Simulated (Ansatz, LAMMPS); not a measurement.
# Amorphous polyisobutylene (as short chains C22H46), from a frame at 500 K (204 atoms): geometry optimisation, part 2 of 3

Wanted: the relaxed structure of amorphous polyisobutylene (as short chains C22H46), from a frame at 500 K (204 atoms) and its electronic structure.

Ansatz 0.2.0; Kohn-Sham DFT, PBE+D4, PAW (set soft_2), plane waves.

The cell: 66 C and 138 H. The network of contacts between molecules at the start is that of the classical potential that made the cell. The density was typed from a rule of thumb and may lie off the real one at this temperature. Sampling is at Γ alone, for a cell whose shortest periodic width is 13 Å.

So far. Step 3 (Single point at the start): The r.m.s. force component of 1.1 eV/Å and the pressure of 2.5 GPa set the starting point.

## 4. Relaxation

With the cell held, the atoms are moved downhill towards a nearby minimum.

File input.yaml:

```yaml
crystal:
  lattice:
    - [12.57579, 0.0, 0.0]
    - [0.0, 12.57579, 0.0]
    - [0.0, 0.0, 12.57579]
  atoms:
    [... the 204 atom lines of step 3 ...]
kpoints:
  mp_grid: { grid: [1, 1, 1] }
hamiltonian:
  xc: pbe
  dispersion: d4
scf:
  occupations: { method: fixed }
output:
  forces: true
relax:
  f_tol: 0.05
  max_steps: 200
```

Run with:

```
$ ansatz run input.yaml --threads 4 --pin off --max-ram 8192MiB --backend cpu --events-out ev --progress --plain --runs-dir out
```

Numbers of over 12 decimals in the logs are rounded to 6 here.

Output:

```text
[...]
Crystal: 204 atoms, lattice volume = 1988.867 Å³
Basis set: ecut = 420 eV, 38911 PW (Γ), exchange–correlation on 180×180×180 points (8 copies of the dense FFT grid, shifted against one another)
Bands: 405, of which v1, the nominal top of the filled ones, is band 201 counted from 1 (200 counted from 0)
Symmetry: 1 space group operations
[...]
k-points: 1
[...]
SCF iter   1: F=—  HF=-18780.527021 eV  |F-HF|=—  |Δ(HF+E_count)|=         —  Δρ=4.44e-3  dr2=4.13e-1  ethr=1.77e-3  ⟨swp⟩=5.0  Hψ=1277  notcnv=0  defer=202
[...]
SCF iter   3: F=—  HF=-18780.534599 eV  |F-HF|=—  |Δ(HF+E_count)|=   3.12e-2  Δρ=6.90e-4  dr2=1.31e-2  ethr=1.95e-5  ⟨swp⟩=3.0  Hψ=345  notcnv=0  defer=57
automatic band count: iteration 3 solves 260 bands in place of 405: the levels show a gap, and the empty bands left out lie too high to hold charge; the band table lists the bands solved (type scf.n_extra_bands for more)
SCF iter   4: F=—  HF=-18780.542049 eV  |F-HF|=—  |Δ(HF+E_count)|=   7.45e-3  Δρ=1.81e-4  dr2=1.04e-3  ethr=3.26e-6  ⟨swp⟩=4.0  Hψ=466  notcnv=0  defer=57
[...]
SCF iter   6: F=-18780.542402 eV  HF=-18780.542416 eV  |F-HF|=1.38e-5  |Δ(HF+E_count)|=   7.12e-5  Δρ=2.18e-5  dr2=1.34e-5  ethr=1.55e-8  ⟨swp⟩=3.0  Hψ=875  notcnv=0
SCF 1 converged in 6 iterations: F = -18780.542402 eV  dr2 = 1.34e-5
[...]
relax step   1: F+E_penalty+E_count = -18780.54240236 eV  Δ(F+E_penalty+E_count) = +0.000e0 eV  max|allowed force component| = 5.321e0 eV/Å  Δτ_max = 0.0000 Å  (6 SCF iters, dr2 threshold 6.25e-5 eV, accepted)
[... from here on, the SCF cycles and remarks between the steps are left out ...]
relax step   2: F+E_penalty+E_count = -18790.67342019 eV  Δ(F+E_penalty+E_count) = -1.013e1 eV  max|allowed force component| = 1.725e0 eV/Å  Δτ_max = 0.1948 Å  (6 SCF iters, dr2 threshold 1.00e-4 eV, accepted)
relax step   3: F+E_penalty+E_count = -18793.04527943 eV  Δ(F+E_penalty+E_count) = -2.372e0 eV  max|allowed force component| = 3.902e-1 eV/Å  Δτ_max = 0.1999 Å  (6 SCF iters, dr2 threshold 1.00e-4 eV, accepted)
relax step   4: F+E_penalty+E_count = -18793.56563857 eV  Δ(F+E_penalty+E_count) = -5.204e-1 eV  max|allowed force component| = 1.754e-1 eV/Å  Δτ_max = 0.2000 Å  (6 SCF iters, dr2 threshold 9.52e-6 eV, accepted)
relax step   5: F+E_penalty+E_count = -18793.80464068 eV  Δ(F+E_penalty+E_count) = -2.390e-1 eV  max|allowed force component| = 1.610e-1 eV/Å  Δτ_max = 0.2000 Å  (8 SCF iters, accepted)
relax step   6: F+E_penalty+E_count = -18793.92189199 eV  Δ(F+E_penalty+E_count) = -1.173e-1 eV  max|allowed force component| = 1.387e-1 eV/Å  Δτ_max = 0.1903 Å  (6 SCF iters, dr2 threshold 5.24e-6 eV, accepted)
relax step   7: F+E_penalty+E_count = -18793.98514880 eV  Δ(F+E_penalty+E_count) = -6.326e-2 eV  max|allowed force component| = 1.922e-1 eV/Å  Δτ_max = 0.1952 Å  (6 SCF iters, dr2 threshold 1.43e-5 eV, accepted)
relax step   8: F+E_penalty+E_count = -18794.02820199 eV  Δ(F+E_penalty+E_count) = -4.305e-2 eV  max|allowed force component| = 2.074e-1 eV/Å  Δτ_max = 0.1784 Å  (6 SCF iters, dr2 threshold 2.74e-5 eV, accepted)
relax step   9: F+E_penalty+E_count = -18794.05685872 eV  Δ(F+E_penalty+E_count) = -2.866e-2 eV  max|allowed force component| = 7.838e-2 eV/Å  Δτ_max = 0.1944 Å  (6 SCF iters, dr2 threshold 4.30e-5 eV, accepted)
relax step  10: F+E_penalty+E_count = -18794.07716765 eV  Δ(F+E_penalty+E_count) = -2.031e-2 eV  max|allowed force component| = 7.971e-2 eV/Å  Δτ_max = 0.1637 Å  (8 SCF iters, accepted)
relax step  11: F+E_penalty+E_count = -18794.08885310 eV  Δ(F+E_penalty+E_count) = -1.169e-2 eV  max|allowed force component| = 5.984e-2 eV/Å  Δτ_max = 0.1125 Å  (8 SCF iters, accepted)
relax step  12: F+E_penalty+E_count = -18794.10028515 eV  Δ(F+E_penalty+E_count) = -1.143e-2 eV  max|allowed force component| = 5.261e-2 eV/Å  Δτ_max = 0.1460 Å  (8 SCF iters, accepted)
relax step  13: F+E_penalty+E_count = -18794.10694388 eV  Δ(F+E_penalty+E_count) = -6.659e-3 eV  max|allowed force component| = 5.337e-2 eV/Å  Δτ_max = 0.1283 Å  (8 SCF iters, accepted)
relax step  14: F+E_penalty+E_count = -18794.11248673 eV  Δ(F+E_penalty+E_count) = -5.543e-3 eV  max|allowed force component| = 3.132e-2 eV/Å  Δτ_max = 0.0619 Å  (7 SCF iters, accepted)
relax step  15: F+E_penalty+E_count = -18794.11685752 eV  Δ(F+E_penalty+E_count) = -4.371e-3 eV  max|allowed force component| = 2.803e-2 eV/Å  Δτ_max = 0.0635 Å  (7 SCF iters, accepted)
relax step  16: F+E_penalty+E_count = -18794.12014288 eV  Δ(F+E_penalty+E_count) = -3.285e-3 eV  max|allowed force component| = 2.593e-2 eV/Å  Δτ_max = 0.0713 Å  (7 SCF iters, accepted)
relax step  17: F+E_penalty+E_count = -18794.12399716 eV  Δ(F+E_penalty+E_count) = -3.854e-3 eV  max|allowed force component| = 4.000e-2 eV/Å  Δτ_max = 0.1270 Å  (8 SCF iters, accepted)
SCF converged after 8 iterations
Free energy (F): -18794.123997 eV
[...]
Internal energy: -18794.123997 eV  (E = F + TS)
E sigma→0 (E₀):  -18794.123997 eV
Fermi energy:    -2.187174 eV
[...]
--- Forces (eV/Å), atoms counted from 1 ---
  atom   1  C     -0.00744676     0.00703372     0.02023093
  atom   2  C      0.00325156    -0.00809587    -0.01119092
  atom   3  C     -0.00151806     0.00492203     0.00001648
  atom   4  C      0.00358864    -0.00493059    -0.00079546
  atom   5  C      0.00594315     0.00079056    -0.00877637
  atom   6  C      0.00491690    -0.00659662    -0.00141822
  atom   7  C     -0.01965508    -0.00658783     0.01111940
  atom   8  C      0.01051105     0.01185487    -0.00505233
  atom   9  C      0.00616118     0.00270561     0.00207751
  atom  10  C      0.00632658     0.01541408    -0.01374795
  atom  11  C      0.01639573    -0.01727265     0.02178774
  atom  12  C      0.00101013     0.02102188    -0.00400519
  atom  13  C     -0.01292368    -0.01113450    -0.00615527
  atom  14  C     -0.00651764    -0.00084772    -0.01012359
[...]
atom 203  H      0.00218839     0.00551770    -0.00095476
  atom 204  H     -0.00576296    -0.00656151     0.00288951
  max |Σ_I F_I| component: 6.55e-5 eV/Å
--- Relaxed structure (17 steps of the walk, 17 accepted, 0 SCFs on fresh bases) ---
  F+E_penalty+E_count = -18794.12399716 eV   max|allowed force component| = 4.000e-2 eV/Å
  atoms:
    - { symbol: C, position: [0.594364, 1.036756, 0.249052] }
    - { symbol: C, position: [0.623072, 0.991319, 0.140168] }
    - { symbol: C, position: [0.549508, 0.902903, 0.095135] }
    - { symbol: C, position: [0.590946, 0.873540, 0.984026] }
[...]
- { symbol: H, position: [0.503947, 0.838922, 0.446974] }
```

It took 4 min on 4 threads of Arm Neoverse V2, shared host; peak memory 2.2 GiB.

Relaxation path:

```tsv
step	energy less that of the first step (eV)	largest force component (eV/Å)
1	0.0000	5.3208
2	-10.1310	1.7245
3	-12.5029	0.3902
4	-13.0232	0.1754
5	-13.2622	0.1610
6	-13.3795	0.1387
7	-13.4427	0.1922
8	-13.4858	0.2074
9	-13.5145	0.0784
10	-13.5348	0.0797
11	-13.5465	0.0598
12	-13.5579	0.0526
13	-13.5645	0.0534
14	-13.5701	0.0313
15	-13.5745	0.0280
16	-13.5777	0.0259
17	-13.5816	0.0400
```

The atoms that moved most (Å):

```tsv
atom	dx	dy	dz	length
H160	-0.197	-0.991	-1.052	1.458
H159	-0.351	-1.132	-0.496	1.285
H161	-0.182	-0.844	-0.933	1.271
H64	0.344	0.992	0.541	1.181
C137	-0.254	-0.863	-0.756	1.176
H32	-0.237	0.957	0.622	1.166
H63	0.408	0.801	0.579	1.069
H65	-0.020	1.025	0.298	1.067
```

The relaxation changed the energy by -66.6 meV/atom, and atoms moved by 0.60 Å r.m.s., 1.5 Å at most.

## 5. Distances and neighbours after relaxation

Bonds before and after, by the cutoffs listed below:

```tsv
pair	bonds before	bonds after	mean before (Å)	mean after (Å)	spread before (Å)	spread after (Å)
H-C	138	138	1.092	1.099	0.037	0.002
C-C	63	63	1.543	1.547	0.045	0.012
```

Density 0.778 g/cm³, 9.749 Å³ an atom.

g(r), total and by pair (bins of 0.2 Å):

```tsv
r (Å)	total	H-H	H-C	C-C
1.00	3.16	0.00	7.20	0.00
1.20	1.26	0.00	2.88	0.00
1.40	0.00	0.00	0.00	0.00
1.60	1.00	0.00	0.00	9.60
1.80	1.49	3.25	0.00	0.00
2.00	0.09	0.20	0.00	0.00
2.20	1.72	0.79	3.10	0.00
2.40	0.89	1.36	0.13	2.02
2.60	1.56	1.29	1.43	3.26
2.80	1.41	0.79	2.27	0.57
3.00	0.91	0.88	1.15	0.08
3.20	0.77	0.82	0.52	1.57
3.40	1.14	0.70	1.65	0.97
3.60	0.96	1.29	0.79	0.25
3.80	1.05	1.76	0.49	0.30
4.00	0.80	0.95	0.61	0.96
4.20	0.88	0.86	1.05	0.23
4.40	0.95	0.99	0.96	0.69
4.60	0.94	0.80	1.02	1.20
4.80	0.99	0.97	1.04	0.92
5.00	0.97	1.00	0.99	0.74
5.20	0.95	1.06	0.88	0.72
5.40	0.92	0.93	0.95	0.73
5.60	0.98	0.95	1.00	1.09
5.80	0.98	0.94	0.98	1.12
6.00	0.98	0.99	0.95	1.07
6.20	0.98	1.02	0.95	0.92
```

Bonds by pair of elements; cutoffs follow the first minimum of g(r), held within bounds set by covalent radii, and pairs that aren't listed don't count as bonded:

```tsv
pair A-B	cutoff (Å)	bonds	mean length (Å)	spread (Å)	shortest (Å)	B about A	A about B
H-C	1.34	138	1.10	0.002	1.09	1	2.09
C-C	1.85	63	1.55	0.012	1.53	1.91	1.91
```

How many atoms have how many bonded neighbours:

```tsv
element	mean	1	4
C	4	0	66
H	1	138	0
```

Bond angles, per cent of each kind in bins of 5°:

```tsv
angle (°)	C-C-H	H-C-H	C-C-C
100–105	3.0	0.8	8.6
105–110	39.3	99.2	38.1
110–115	57.7	0.0	38.1
115–120	0.0	0.0	3.8
120–125	0.0	0.0	1.9
125–130	0.0	0.0	9.5
```

Bond angles (no mean is given where the spread exceeds 20°):

```tsv
angle	count	mean (°)	spread (°)
C-C-H	168	110	2.5
H-C-H	123	107	0.8
C-C-C	105	112	5.9
```

Counting bonds as in the table, all C atoms have 4 and all H atoms have 1 bonded neighbour. The C-C-H angle averages 110° with a spread of 2°.

## 6. Single point at the relaxed geometry

One more single point at the end of the walk gives the fuller output and checks the residual forces.

File input.yaml:

```yaml
crystal:
  lattice:
    - [12.57579, 0.0, 0.0]
    - [0.0, 12.57579, 0.0]
    - [0.0, 0.0, 12.57579]
  atoms:
    - { symbol: C, position: [0.59436, 0.03676, 0.24905] }
    - { symbol: C, position: [0.62307, 0.99132, 0.14017] }
    - { symbol: C, position: [0.54951, 0.9029, 0.09513] }
    - { symbol: C, position: [0.59095, 0.87354, 0.98403] }
    - { symbol: C, position: [0.56151, 0.80351, 0.16606] }
    - { symbol: C, position: [0.4289, 0.93078, 0.09762] }
    - { symbol: C, position: [0.37232, 0.0139, 0.02407] }
    - { symbol: C, position: [0.43741, 0.11644, 0.01299] }
    - { symbol: C, position: [0.35362, 0.96512, 0.91352] }
    - { symbol: C, position: [0.2647, 0.03334, 0.08319] }
    - { symbol: C, position: [0.16961, 0.10157, 0.04361] }
    - { symbol: C, position: [0.20113, 0.21797, 0.02166] }
    - { symbol: C, position: [0.11739, 0.0581, 0.9419] }
    - { symbol: C, position: [0.08511, 0.10981, 0.13495] }
    - { symbol: C, position: [0.03431, 0.01518, 0.19815] }
    - { symbol: C, position: [0.93593, 0.06433, 0.25238] }
    - { symbol: C, position: [0.99484, 0.92632, 0.12402] }
    - { symbol: C, position: [0.11623, 0.97128, 0.28015] }
    - { symbol: C, position: [0.0868, 0.90906, 0.383] }
    - { symbol: C, position: [0.0455, 0.98276, 0.47152] }
    - { symbol: C, position: [0.1919, 0.86011, 0.42261] }
    - { symbol: C, position: [0.00817, 0.81765, 0.36471] }
    - { symbol: H, position: [0.5884, 0.97462, 0.31026] }
    - { symbol: H, position: [0.65573, 0.09313, 0.27547] }
    - { symbol: H, position: [0.51839, 0.0799, 0.24784] }
    - { symbol: H, position: [0.62868, 0.05694, 0.08277] }
    - { symbol: H, position: [0.70376, 0.95715, 0.14441] }
    - { symbol: H, position: [0.67322, 0.84422, 0.98972] }
    - { symbol: H, position: [0.59161, 0.94205, 0.92986] }
    - { symbol: H, position: [0.5429, 0.81032, 0.94742] }
    - { symbol: H, position: [0.51965, 0.7351, 0.13123] }
    - { symbol: H, position: [0.52861, 0.81628, 0.24598] }
    [... 166 atom lines left out ...]
    - { symbol: H, position: [0.65605, 0.70482, 0.42401] }
    - { symbol: H, position: [0.6803, 0.60838, 0.52444] }
    - { symbol: H, position: [0.56569, 0.59852, 0.44242] }
    - { symbol: H, position: [0.41982, 0.83278, 0.56025] }
    - { symbol: H, position: [0.41433, 0.73142, 0.46232] }
    - { symbol: H, position: [0.50395, 0.83892, 0.44697] }
kpoints:
  mp_grid: { grid: [1, 1, 1] }
hamiltonian:
  xc: pbe
  dispersion: d4
scf:
  occupations: { method: fixed }
output:
  forces: true
  stress: true
  populations: true
  dos:
    method: { smearing: { sigma: 0.15 } }
    de: 0.1
    projected: { site_lists: { C: [C], H: [H] } }
  eigenvalues: true
  write_density: true
  write_potential: true
  volumetric_format: npy
  elf: true
```

Output:

```text
[...]
Crystal: 204 atoms, lattice volume = 1988.867 Å³
Basis set: ecut = 420 eV, 38911 PW (Γ), exchange–correlation on 180×180×180 points (8 copies of the dense FFT grid, shifted against one another)
Bands: 405, of which v1, the nominal top of the filled ones, is band 201 counted from 1 (200 counted from 0)
Symmetry: 1 space group operations
[...]
k-points: 1
[...]
SCF iter   1: F=—  HF=-18794.087796 eV  |F-HF|=—  |Δ(HF+E_count)|=         —  Δρ=4.06e-3  dr2=3.22e-1  ethr=1.77e-3  ⟨swp⟩=4.0  Hψ=1399  notcnv=0  defer=198
[...]
SCF iter   9: F=-18794.123984 eV  HF=-18794.123984 eV  |F-HF|=7.33e-9  |Δ(HF+E_count)|=   2.81e-8  Δρ=5.11e-7  dr2=8.66e-9  ethr=2.49e-11  ⟨swp⟩=9.0  Hψ=2210  notcnv=0
SCF 1 converged in 9 iterations: F = -18794.123984 eV  dr2 = 8.66e-9
[...]
WARN: The output density's exchange-correlation potential varies sharply where the density is thin. Do not read a vacuum level from v_tot or v_xc, or from such a field of the output density. On a cell that repeats whose density bears no net charge and no dipole along the vacuum's axis use v_es (v_loc + v_h of the components); [...]
SCF converged after 9 iterations
Free energy (F): -18794.123984 eV
[...]
Internal energy: -18794.123984 eV  (E = F + TS)
E sigma→0 (E₀):  -18794.123984 eV
Fermi energy:    -2.187034 eV
[...]
--- Forces (eV/Å), atoms counted from 1 ---
  atom   1  C     -0.00512029     0.00528268     0.02229047
  atom   2  C      0.00308305    -0.01008588    -0.01178816
  atom   3  C     -0.00354049     0.00593509     0.00415676
  atom   4  C      0.00261893    -0.00278623    -0.00338342
  atom   5  C      0.00747622     0.00373821    -0.00906772
  atom   6  C      0.00728068    -0.00796447    -0.00459400
  atom   7  C     -0.02108218    -0.00714822     0.01259163
  atom   8  C      0.01208937     0.01046948    -0.00211589
  atom   9  C      0.00926043     0.00286405    -0.00178688
  atom  10  C      0.00405480     0.01189420    -0.01492078
  atom  11  C      0.01806545    -0.01852339     0.02215906
  atom  12  C      0.00358511     0.01867603    -0.00444601
  atom  13  C     -0.01339071    -0.01297991    -0.00700750
  atom  14  C     -0.00526244    -0.00114499    -0.00866977
[...]
atom 203  H      0.00205575     0.00474532    -0.00145372
  atom 204  H     -0.00628124    -0.00683985     0.00324510
  max |Σ_I F_I| component: 7.28e-6 eV/Å
--- Stress (GPa, compression-positive) ---
       -0.163099       0.023556      -0.021371
        0.023557      -0.189053      -0.016602
       -0.021371      -0.016602      -0.062079
  P = ⅓ Tr σ = -0.1381 GPa (-1.381 kbar)
--- Band table (eV) ---
[...]
--- Löwdin populations: 204 sites ---
  site symbol       q [e]
     0      C      4.4476
     1      C      4.2694
     2      C      3.9109
[...]
203      H      0.8356
  spilling = 0.010811 (of n_electrons = 402.000000)
```

Run time: 41 s. Hardware: 4 threads; peak memory 2.5 GiB; 2.6 min of CPU time.

The program notes that the exchange-correlation potential is rough where the density is thin.

The run gave:

```
free energy                                      : -18794.1240 eV
free energy per atom                             : -92.1281 eV/atom
SCF cycles                                       : 9
pressure                                         : -0.1381 GPa
r.m.s. force component                           : 0.00769 eV/Å
longest force                                    : 0.04299 eV/Å
Fermi energy                                     : -2.187 eV
gap (highest filled to lowest empty level) : 5.196 eV
spilling of the projection                       : 0.01081
```

Löwdin charges by element (they lack the spilled electrons, 0.021 e an atom on average):

```tsv
element	coordination	atoms	mean charge (e)	spread	least	most
C	all	66	-0.291	0.218	-0.465	0.0984
H	all	138	0.171	0.0076	0.153	0.191
```

States in the cell by windows of 1 eV, zero at the Fermi level; the larger projections on atomic orbitals stand beside the total:

```tsv
from (eV)	to (eV)	total	C p	H s	C s
-10	-9	13.0	2.7	3.7	6.4
-9	-8	5.7	1.5	1.8	2.4
-8	-7	9.1	4.4	1.9	2.8
-7	-6	19.4	9.6	4.9	4.6
-6	-5	10.3	7.0	2.6	0.5
-5	-4	47.8	33.6	12.3	1.1
-4	-3	47.0	31.5	14.2	0.8
-3	-2	67.8	42.2	24.5	0.5
-2	-1	59.9	41.0	17.9	0.7
-1	0	37.2	27.8	8.5	0.7
0	1	1.5	1.2	0.3	0.0
1	4	0.0	0.0	0.0	0.0
4	5	0.2	0.0	0.1	0.0
```

With fixed occupations the program's Fermi level is the highest filled level; weight inside the gap is the broadening of levels at its edges.

Between -15 and -10 eV lie 83 more states.

The levels nearest the highest filled one (over half full), pooled over k-points and spins:

```tsv
level less the highest filled one (eV)	occupation
-0.345	2
-0.278	2
-0.214	2
-0.0727	2
-0.0224	2
0	2
5.20	0
5.88	0
6.01	0
6.05	0
6.12	0
6.14	0
```

Valence density in the ac plane at fractional y = 0.101, with atoms of C and H within 0.2 Å of it. It is the smooth field of the valence electrons, not physical close to the nuclei.

Ten even steps from '0' (0.0 e/Å³) to '9' (1.8 e/Å³), each cell a mean:
```
024566410000012455751000000000000000
157665310000000111110000000000000000
011224420000000000000000000000000000
000001210000000000000000000000000000
000000000000000121000254211100000000
000000000000000242000267545520000000
000000000000000111000136765410000000
000000000000001100000136642100000000
000000000123344310001379731000000000
000000000267799521112589864344100000
000000000023576310112233578887200000
000000000001233100011101258742100000
000000000000010000000000148410000000
000000000000000000000000023100000000
000000000000000000000000000000000000
000000000000000000000000000000000121
200000000000000000011124310000002486
210000000000000000353346410000013786
212221000000000000122221100000037643
135762100121000000000000000000035311
148995211232000000000001000000000000
135677643321001222000011000000000000
001248995311114785210000000000000000
001147863100126998631000000000000000
```
Columns run along a (12.6 Å), rows up along c (12.6 Å). Atoms in or near the plane, at fractional coordinates: C at (0.44, 0.01), C at (0.17, 0.04), C at (0.09, 0.13), H at (0.66, 0.28), H at (0.51, 0.97), H at (0.04, 0.93), H at (0.88, 0.19), C at (0.64, 0.61), H at (0.28, 0.59), H at (0.81, 0.56), H at (0.72, 0.45), H at (0.75, 0.74), H at (0.61, 0.78).

(Part 2 of 3 ends here.)

[Logs are printed without paths, hosts, clocks, repeated set-up lines and the standing remarks that a program may print on its own settings, such as how far it seeks lower states.]

[Hosts, paths, dates, database ids (printed as entryN), source tags and the programs' standing remarks are cut or masked in the printed files.]
